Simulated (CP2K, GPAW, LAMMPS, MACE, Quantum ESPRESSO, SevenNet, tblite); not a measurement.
# Running amorphous Ge (66 atoms) with CP2K

How do the settings of CP2K change the result for amorphous Ge (66 atoms)? A plane-wave run serves as the yardstick.

Method: the method is named at each step, in CP2K 2026.2.

### 1. The starting structure

The cell holds 66 atoms: 66 Ge. Its edges and angles: a = 11.531 Å, b = 11.531 Å, c = 11.531 Å, α = 90.0°, β = 90.0°, γ = 90.0°. 66 atoms (66 Ge) placed at random at 5.19 g/cm³, melted at 3500 K for 10 ps at fixed volume with the Tersoff potential (Tersoff, Phys. Rev. B 39, 5566 (1989)). Quenched from 3500 K to 300 K at 5 K/ps and fixed volume, held 5 ps, then minimised at fixed cell.

The yardstick, on the same geometry:

| Item | Value |
| --- | --- |
| method | Kohn-Sham DFT, PBE, SSSP efficiency 1.3.0 pseudopotentials, plane waves (Quantum ESPRESSO 7.5); sssp-pbe-1.3.0-efficiency, cutoffs 45/360 Ry, Γ point |
| r.m.s. force component | 0.2244 eV/Å |
| longest force | 0.7198 eV/Å |
| pressure | 2.938 GPa |
| time | 15 min on 1 thread of Arm Neoverse V1, shared host |
| CPU time | 15 min |

### 2. PBE, DZVP-UZH, 350/50 Ry, diagonalisation

Method: Kohn-Sham DFT, PBE, GTH-PBE pseudopotentials, Gaussian and plane waves, DZVP-MOLOPT (UZH set), diagonalisation.

Contents of input.inp:

```
&GLOBAL
  PROJECT cell
  RUN_TYPE ENERGY_FORCE
  PRINT_LEVEL LOW
&END GLOBAL
&FORCE_EVAL
  METHOD QS
  STRESS_TENSOR ANALYTICAL
  &DFT
    BASIS_SET_FILE_NAME BASIS_MOLOPT_UZH
    POTENTIAL_FILE_NAME POTENTIAL_UZH
    &MGRID
      CUTOFF 350
      REL_CUTOFF 50
    &END MGRID
    &QS
      EPS_DEFAULT 1.0E-12
    &END QS
    &SCF
      SCF_GUESS ATOMIC
      EPS_SCF 5.0E-06
      MAX_SCF 200
      ADDED_MOS 29
      &DIAGONALIZATION
        ALGORITHM STANDARD
      &END DIAGONALIZATION
      &SMEAR ON
        METHOD FERMI_DIRAC
        ELECTRONIC_TEMPERATURE [K] 580
      &END SMEAR
      &MIXING
        METHOD BROYDEN_MIXING
        ALPHA 0.15
        NBROYDEN 12
      &END MIXING
      &PRINT
        &RESTART OFF
        &END RESTART
      &END PRINT
    &END SCF
    &XC
      &XC_FUNCTIONAL PBE
      &END XC_FUNCTIONAL
    &END XC
    &PRINT
      &MULLIKEN ON
      &END MULLIKEN
      &HIRSHFELD ON
        SHAPE_FUNCTION DENSITY
      &END HIRSHFELD
      &MO ON
        EIGENVALUES T
        OCCUPATION_NUMBERS T
        MO_INDEX_RANGE 121 144
        &EACH
          QS_SCF 0
        &END EACH
        ADD_LAST NUMERIC
      &END MO
    &END PRINT
  &END DFT
  &SUBSYS
    &CELL
      A 11.53150 0.00000 0.00000
      B 0.00000 11.53150 0.00000
      C 0.00000 0.00000 11.53150
    &END CELL
    &TOPOLOGY
      COORD_FILE_NAME structure.xyz
      COORD_FILE_FORMAT XYZ
    &END TOPOLOGY
    &KIND Ge
      BASIS_SET DZVP-MOLOPT-PBE-GTH-q4
      POTENTIAL GTH-PBE-q4
    &END KIND
  &END SUBSYS
  &PRINT
    &FORCES ON
    &END FORCES
    &STRESS_TENSOR ON
    &END STRESS_TENSOR
  &END PRINT
&END FORCE_EVAL
```

Contents of structure.xyz:

```xyz
66

Ge 0.69558 5.01574 7.07976
Ge 11.18521 7.18966 7.45638
Ge 0.03909 0.47960 10.35563
Ge 2.56841 4.52081 4.31670
Ge 2.16700 10.46645 11.08558
Ge 6.99362 2.19191 10.51950
Ge 8.19613 5.61849 9.86508
Ge 3.54859 2.10796 4.22676
Ge 4.25708 11.39185 0.60690
Ge 0.44281 11.46992 2.54316
Ge 6.38949 9.77133 9.57311
Ge 5.93100 5.22308 1.86707
Ge 6.56534 4.02034 8.90970
Ge 5.39628 0.38561 10.03656
Ge 8.83959 7.24466 8.13697
Ge 6.55946 2.85762 1.32808
Ge 10.63458 7.04990 3.77161
Ge 3.73252 1.09987 8.30983
Ge 10.71380 3.39015 5.76713
Ge 6.78802 3.07637 6.62819
Ge 0.63089 3.55747 9.02870
Ge 3.39706 8.25379 7.03375
Ge 8.59224 2.16504 2.59366
Ge 6.91971 8.85412 0.30558
Ge 5.76021 5.28754 5.99453
Ge 4.06854 6.64145 10.48432
Ge 0.60909 1.75556 0.90799
Ge 3.34944 8.45674 2.90986
Ge 9.34478 11.24955 2.86950
Ge 4.36052 1.93879 1.87318
Ge 9.01279 2.09550 7.39838
Ge 8.40566 3.47859 4.67810
Ge 10.42678 9.86405 10.34664
Ge 1.40800 9.40198 1.63759
Ge 10.27514 10.75128 5.22342
Ge 5.02808 1.42921 6.15494
Ge 10.53426 3.42785 1.66653
Ge 3.02160 3.13703 9.61335
Ge 11.03311 7.88870 1.56044
Ge 5.35857 9.68185 2.01421
Ge 0.00923 4.66392 3.72963
Ge 1.86683 0.30927 4.50040
Ge 10.26684 4.36421 10.78149
Ge 2.36903 9.35989 5.05414
Ge 9.25357 9.48270 0.94870
Ge 7.15749 7.28802 6.43954
Ge 0.01822 8.61657 5.44102
Ge 0.25646 6.28317 11.40673
Ge 0.16928 1.09411 6.00641
Ge 3.60728 5.97608 2.60335
Ge 3.24773 5.69137 6.56154
Ge 5.69218 9.04427 7.23498
Ge 9.48016 2.08455 9.86370
Ge 0.40533 7.99583 9.64068
Ge 8.66396 9.66017 8.71851
Ge 8.59131 11.24460 6.85513
[... 6 atom lines left out ...]
Ge 2.51168 5.49234 0.49908
Ge 7.23094 9.95607 3.66091
Ge 1.12963 1.11683 8.23326
Ge 6.44184 6.55796 11.41238
```

Run with:

```sh
OMP_NUM_THREADS=2 cp2k.psmp -i input.inp > output.txt
```

Numbers of over 12 decimals in the logs are rounded to 6 here.

The program printed:

```text
CP2K| version string:                                       CP2K version 2026.2
 CP2K| Input file name                                                 input.inp
 GLOBAL| Basis set file name                                    BASIS_MOLOPT_UZH
 GLOBAL| Potential file name                                       POTENTIAL_UZH
 GLOBAL| Run type                                                   ENERGY_FORCE
 GLOBAL| Total number of message passing processes                             1
 GLOBAL| Number of threads for this process                                    2
 TOTAL NUMBERS AND MAXIMUM NUMBERS
  Total number of            - Atomic kinds:                                   1
                             - Atoms:                                         66
                             - Shell sets:                                    66
                             - Shells:                                       330
                             - Primitive Cartesian functions:                264
                             - Cartesian basis functions:                    924
                             - Spherical basis functions:                    858
  Maximum angular momentum of the orbital basis functions:                     2
 SCF PARAMETERS         Density guess:                                    ATOMIC
                        max_scf:                                             200
                        eps_scf:                                        5.00E-06
                        added MOs                                        29    0
                        Mixing method:                            BROYDEN_MIXING
                                                charge density mixing in g-space
                        Smear method:                                FERMI_DIRAC
                        Electronic temperature [K]:                        580.0
                        Electronic temperature [a.u.]:                  1.84E-03
                        Accuracy threshold:                             1.00E-10
 Extrapolation method: initial_guess
 Number of electrons:                                                        264
 Number of occupied orbitals:                                                132
 Number of molecular orbitals:                                               161
 Number of orbital functions:                                                858
 Number of independent orbital functions:                                    858
 SCF WAVEFUNCTION OPTIMIZATION
  Step     Update method      Time    Convergence         Total energy    Change
     1 NoMix/Diag. 0.15E+00    3.2     0.40634503      -263.0999728853 -2.63E+02
     2 Broy./Diag. 0.15E+00    4.2     0.03315197      -257.6056895391  5.49E+00
     3 Broy./Diag. 0.15E+00    4.2     0.11673494      -257.8469616403 -2.41E-01
     4 Broy./Diag. 0.15E+00    4.2     0.08478705      -258.6766124941 -8.30E-01
[...]
15 Broy./Diag. 0.15E+00    4.5     0.00001191      -258.7621416458 -3.11E-04
    16 Broy./Diag. 0.15E+00    4.5     0.00000481      -258.7622100723 -6.84E-05
  *** SCF run converged in    16 steps ***
  Electronic density on regular grids:       -264.0000000000        0.0000000000
  Core density on regular grids:              263.9999999990       -0.0000000010
  Total charge density on r-space grids:       -0.0000000010
  Total charge density g-space grids:          -0.0000000010
  Overlap energy of the core charge distribution:               4.4598e-07
  Self energy of the core charge distribution:               -551.199620
  Core Hamiltonian energy:                                    130.175570
  Hartree energy:                                             239.262389
  Exchange-correlation energy:                                -76.995986
  Electronic entropic energy:                                  -0.00456342
  Fermi energy:                                                 0.151631
  Total energy:                                              -258.762210
  Total energy (extrapolated to T->0):                       -258.759928
 MO| EIGENVALUES AND OCCUPATION NUMBERS
 MO|
 MO|  Index      Eigenvalue [a.u.]        Eigenvalue [eV]             Occupation
 MO|    121               0.112490               3.061013               2.000000
 MO|    122               0.116631               3.173695               2.000000
 MO|    123               0.117379               3.194043               2.000000
[...]
MO|    143               0.191621               5.214270               0.000000
 MO|    144               0.194647               5.296612               0.000000
 MO| Sum:                                                             264.000000
 MO| E(Fermi):            0.151631 a.u.          4.126086 eV
 !-----------------------------------------------------------------------------!
                     Mulliken Population Analysis
 #  Atom  Element  Kind  Atomic population                           Net charge
       1     Ge       1          3.951715                              0.048285
       2     Ge       1          3.994300                              0.005700
       3     Ge       1          4.044563                             -0.044563
[...]
65     Ge       1          3.900366                              0.099634
      66     Ge       1          3.984468                              0.015532
 # Total charge                            264.000000                  0.000000
 !-----------------------------------------------------------------------------!
 !-----------------------------------------------------------------------------!
                           Hirshfeld Charges
  #Atom  Element  Kind  Ref Charge     Population                    Net charge
      1       Ge     1       4.000          3.995                         0.005
      2       Ge     1       4.000          4.009                        -0.009
      3       Ge     1       4.000          4.005                        -0.005
[...]
65       Ge     1       4.000          3.971                         0.029
     66       Ge     1       4.000          3.987                         0.013
  Total Charge                                                           -0.000
 !-----------------------------------------------------------------------------!
 ENERGY| Total FORCE_EVAL ( QS ) energy [hartree]           -258.762165
 FORCES| Atomic forces [hartree/bohr]
 FORCES|   Atom     x               y               z               |f|
 FORCES|      1 -4.12718291E-04 -1.30879991E-03  5.60848651E-03   5.77394271E-03
 FORCES|      2 -5.22667934E-03  7.42399383E-04  2.07807003E-03   5.67342126E-03
 FORCES|      3  2.92438339E-03 -5.52778355E-03  7.54424338E-04   6.29901304E-03
[...]
FORCES|     65  5.86333149E-03  7.22812310E-03  5.08574111E-03   1.06060918E-02
 FORCES|     66 -4.87684443E-04 -6.25370596E-03  2.11112990E-03   6.61842458E-03
 FORCES| Sum     6.57728115E-08 -2.68580328E-08  3.57083610E-08
 FORCES| Total atomic force                                       7.95141730E-08
 STRESS| Analytical stress tensor [bar]
 STRESS|                        x                   y                   z
 STRESS|      x        3.54691305573E+04   1.16981224803E+04  -1.73920583516E+03
 STRESS|      y        1.16981224803E+04   3.17801132306E+04  -6.63170800757E+02
 STRESS|      z       -1.73920583516E+03  -6.63170800757E+02   4.56861847283E+04
 STRESS| 1/3 Trace                                             3.76451428388E+04
```

Wall time 83 s (2 threads of Arm Neoverse V1, shared host); peak memory 2.2 GiB; 2.5 min of CPU time.

Banners, paths, timers and routine set-up lines are dropped from the logs unmarked, and long logs keep their key lines alone; longer cuts are marked.

Compared with the plane-wave run:

```yaml
r_m_s_force_component: 0.2305 eV/Å
r_m_s_difference_of_force_components: 29.59 meV/Å
longest_difference_of_force_vectors: 103.1 meV/Å
force_difference_over_r_m_s_force: 13.19 %
slope_of_forces_against_the_reference_s: 1.019
correlation_of_force_components: 0.9919
pressure: 3.764 GPa
pressure_difference: 0.8262 GPa
```

A closer look about Ge20, which has 5 bonded neighbours where the commonest count for Ge is 4: 10 atoms, nearest first, numbered in the order of the input, with positions taken from that point.

```csv
atom,x,y,z,distance (Å),bonds,Hirshfeld charge (e),Fx,Fy,Fz (eV/Å)
Ge20,0.00,0.00,0.00,0.00,5,-0.02,-0.13,-0.07,-0.18
Ge36,-1.76,-1.65,-0.47,2.46,4,0.01,-0.21,-0.14,-0.02
Ge13,-0.22,0.94,2.28,2.48,4,0.00,0.20,-0.03,0.01
Ge25,-1.03,2.21,-0.63,2.52,4,0.01,-0.19,0.11,-0.60
Ge31,2.22,-0.98,0.77,2.55,4,0.03,0.19,0.22,0.62
Ge32,1.62,0.40,-1.95,2.57,4,0.02,-0.05,0.17,-0.15
Ge59,0.36,2.43,-2.72,3.66,4,-0.02,0.06,0.06,-0.07
Ge60,-2.49,1.88,2.16,3.80,4,-0.01,0.04,0.31,-0.54
Ge62,-0.39,-3.70,-0.83,3.81,4,-0.01,-0.16,0.18,-0.04
Ge56,1.80,-3.36,0.23,3.82,4,-0.02,-0.59,-0.07,0.24
```

Forces lie 13 % from the reference's, at 0.17 times its CPU time (on 2 against 1 cores).

### 3. PBE, TZV2P-UZH, 350/50 Ry, diagonalisation

Method: Kohn-Sham DFT, PBE, GTH-PBE pseudopotentials, Gaussian and plane waves, TZV2P-MOLOPT (UZH set), diagonalisation.

input.inp: that of step 2 with these lines changed.

```diff
@@ -72,3 +72,3 @@
     &KIND Ge
-      BASIS_SET DZVP-MOLOPT-PBE-GTH-q4
+      BASIS_SET TZV2P-MOLOPT-PBE-GTH-q4
       POTENTIAL GTH-PBE-q4
```

structure.xyz is that of step 2.

Run with:

```sh
OMP_NUM_THREADS=1 mpirun -np 4 cp2k.psmp -i input.inp > output.txt
```

The program printed:

```text
CP2K| version string:                                       CP2K version 2026.2
 CP2K| Input file name                                                 input.inp
 GLOBAL| Basis set file name                                    BASIS_MOLOPT_UZH
 GLOBAL| Potential file name                                       POTENTIAL_UZH
 GLOBAL| Run type                                                   ENERGY_FORCE
 GLOBAL| Total number of message passing processes                             4
 GLOBAL| Number of threads for this process                                    1
[... lines left out ...]
                        Smear method:                                FERMI_DIRAC
[... lines left out ...]
 Number of electrons:                                                        264
[... lines left out ...]
  Step     Update method      Time    Convergence         Total energy    Change
[... lines left out ...]
  *** SCF run converged in    17 steps ***
[... lines left out ...]
  Fermi energy:                                                 0.150477
  Total energy:                                              -258.957832
  Total energy (extrapolated to T->0):                       -258.955559
[... lines left out ...]
 MO| E(Fermi):            0.150477 a.u.          4.094696 eV
[... lines left out ...]
     66       Ge     1       4.000          3.987                         0.013
  Total Charge                                                           -0.000
 !-----------------------------------------------------------------------------!
 ENERGY| Total FORCE_EVAL ( QS ) energy [hartree]           -258.957744
 FORCES| Atomic forces [hartree/bohr]
 FORCES|   Atom     x               y               z               |f|
 FORCES|      1  3.54406152E-04 -1.28885621E-03  4.14671298E-03   4.35683172E-03
 FORCES|      2 -5.10748175E-03  9.82728688E-04  1.73928101E-03   5.48427059E-03
 FORCES|      3  3.40739738E-03 -4.87536608E-03  1.04027759E-03   6.03835480E-03
[...]
FORCES|     65  6.01558421E-03  8.40776681E-03  5.59975778E-03   1.17573417E-02
 FORCES|     66 -1.13921170E-03 -6.80061865E-03  1.38769297E-03   7.03362702E-03
 FORCES| Sum     2.50823685E-07 -2.95612660E-07 -1.08777303E-07
 FORCES| Total atomic force                                       4.02656016E-07
 STRESS| Analytical stress tensor [bar]
 STRESS|                        x                   y                   z
 STRESS|      x        3.37396440050E+04   1.15394310314E+04  -1.68420174172E+03
 STRESS|      y        1.15394310314E+04   3.07162190975E+04  -7.35044750618E+02
 STRESS|      z       -1.68420174172E+03  -7.35044750618E+02   4.38438346470E+04
 STRESS| 1/3 Trace                                             3.60998992498E+04
```

The job ended after 1.9 min (4 MPI ranks; peak memory 5 GiB).

Numbers from this run, and their distance from the reference:

```yaml
r_m_s_force_component: 0.2298 eV/Å
r_m_s_difference_of_force_components: 14.51 meV/Å
longest_difference_of_force_vectors: 49.7 meV/Å
force_difference_over_r_m_s_force: 6.465 %
slope_of_forces_against_the_reference_s: 1.022
correlation_of_force_components: 0.9982
pressure: 3.61 GPa
pressure_difference: 0.6717 GPa
```

Against the first run (13 %), the force difference from the reference is 6.5 %, at 3.1 times the CPU time (on 4 against 2 cores), with 1914 basis functions against 858: the larger basis brings the forces nearer.

### 4. PBE, DZVP-UZH, 489/50 Ry, diagonalisation

Method: Kohn-Sham DFT, PBE, GTH-PBE pseudopotentials, Gaussian and plane waves, DZVP-MOLOPT (UZH set), diagonalisation.

input.inp: that of step 3 with these lines changed.

```diff
@@ -12,3 +12,3 @@
     &MGRID
-      CUTOFF 350
+      CUTOFF 489
       REL_CUTOFF 50
@@ -67,8 +67,31 @@
     &END CELL
-    &TOPOLOGY
-      COORD_FILE_NAME structure.xyz
-      COORD_FILE_FORMAT XYZ
-    &END TOPOLOGY
+    &COORD
+      Ge 0.69558 5.01574 7.07976
+      Ge 11.18521 7.18966 7.45638
+      Ge 0.03909 0.47960 10.35563
+      Ge 2.56841 4.52081 4.31670
+      Ge 2.16700 10.46645 11.08558
+      Ge 6.99362 2.19191 10.51950
+      Ge 8.19613 5.61849 9.86508
+      Ge 3.54859 2.10796 4.22676
+      Ge 4.25708 11.39185 0.60690
+      Ge 0.44281 11.46992 2.54316
+      Ge 6.38949 9.77133 9.57311
+      Ge 5.93100 5.22308 1.86707
+      Ge 6.56534 4.02034 8.90970
+      Ge 5.39628 0.38561 10.03656
+      Ge 8.83959 7.24466 8.13697
+      Ge 6.55946 2.85762 1.32808
+      Ge 10.63458 7.04990 3.77161
+      Ge 3.73252 1.09987 8.30983
+      Ge 10.71380 3.39015 5.76713
+      Ge 6.78802 3.07637 6.62819
+[... 42 atom lines left out ...]
+      Ge 2.51168 5.49234 0.49908
+      Ge 7.23094 9.95607 3.66091
+      Ge 1.12963 1.11683 8.23326
+      Ge 6.44184 6.55796 11.41238
+    &END COORD
     &KIND Ge
-      BASIS_SET TZV2P-MOLOPT-PBE-GTH-q4
+      BASIS_SET DZVP-MOLOPT-PBE-GTH-q4
       POTENTIAL GTH-PBE-q4
```

The program printed:

```text
CP2K| version string:                                       CP2K version 2026.2
 CP2K| Input file name                                                 input.inp
 GLOBAL| Basis set file name                                    BASIS_MOLOPT_UZH
 GLOBAL| Potential file name                                       POTENTIAL_UZH
[... lines left out ...]
 Number of electrons:                                                        264
[... lines left out ...]
  Step     Update method      Time    Convergence         Total energy    Change
[... lines left out ...]
  *** SCF run converged in    16 steps ***
[... lines left out ...]
  Fermi energy:                                                 0.151631
  Total energy:                                              -258.762210
  Total energy (extrapolated to T->0):                       -258.759928
[... lines left out ...]
 MO| E(Fermi):            0.151631 a.u.          4.126086 eV
[... lines left out ...]
 ENERGY| Total FORCE_EVAL ( QS ) energy [hartree]           -258.762164
[... lines left out ...]
 FORCES|      1 -4.12754547E-04 -1.30885293E-03  5.60845582E-03   5.77392752E-03
 FORCES|      2 -5.22671677E-03  7.42363984E-04  2.07803148E-03   5.67343699E-03
 FORCES|      3  2.92433665E-03 -5.52774283E-03  7.54467200E-04   6.29896074E-03
[...]
FORCES|     65  5.86334394E-03  7.22815990E-03  5.08571055E-03   1.06061091E-02
 FORCES|     66 -4.87737413E-04 -6.25375316E-03  2.11111753E-03   6.61846913E-03
 FORCES| Sum    -4.19156214E-07  3.92479481E-10  5.14909605E-08
 FORCES| Total atomic force                                       4.22307240E-07
 STRESS| Analytical stress tensor [bar]
 STRESS|                        x                   y                   z
 STRESS|      x        3.54690692141E+04   1.16981228682E+04  -1.73920612930E+03
 STRESS|      y        1.16981228682E+04   3.17800494012E+04  -6.63170788536E+02
 STRESS|      z       -1.73920612930E+03  -6.63170788536E+02   4.56861146735E+04
 STRESS| 1/3 Trace                                             3.76450777630E+04
```

Run time: 54 s. Hardware: 4 MPI ranks; peak memory 4.9 GiB; 3.6 min of CPU time.

Compared with the plane-wave run:

| Quantity | Value |
| --- | --- |
| r.m.s. force component | 0.2305 eV/Å |
| r.m.s. difference of force components | 29.59 meV/Å |
| longest difference of force vectors | 103.1 meV/Å |
| force difference over r.m.s. force | 13.19 % |
| slope of forces against the reference's | 1.019 |
| correlation of force components | 0.9919 |
| pressure | 3.764 GPa |
| pressure difference | 0.8262 GPa |
| energy less the same-level run's | 0.0001 meV/atom |
| r.m.s. force difference from the same-level run | 0.002 meV/Å |

Against the first run (13 %), the force difference from the reference is 13 %, at 1.4 times the CPU time (on 4 against 2 cores): the change moves forces by under 0.01 meV/Å r.m.s., so most of the difference comes from elsewhere.

(Part 1 of 3 ends here.)

[Also dropped from logs without a mark: logging warnings of Python, and SIESTA's first energy breakdown and zero terms.]

[Logs are printed without paths, hosts, clocks, repeated set-up lines and the standing remarks that a program may print on its own settings, such as how far it seeks lower states.]

[Hosts, paths, dates, database ids (printed as entryN), source tags and the programs' standing remarks are cut or masked in the printed files.]
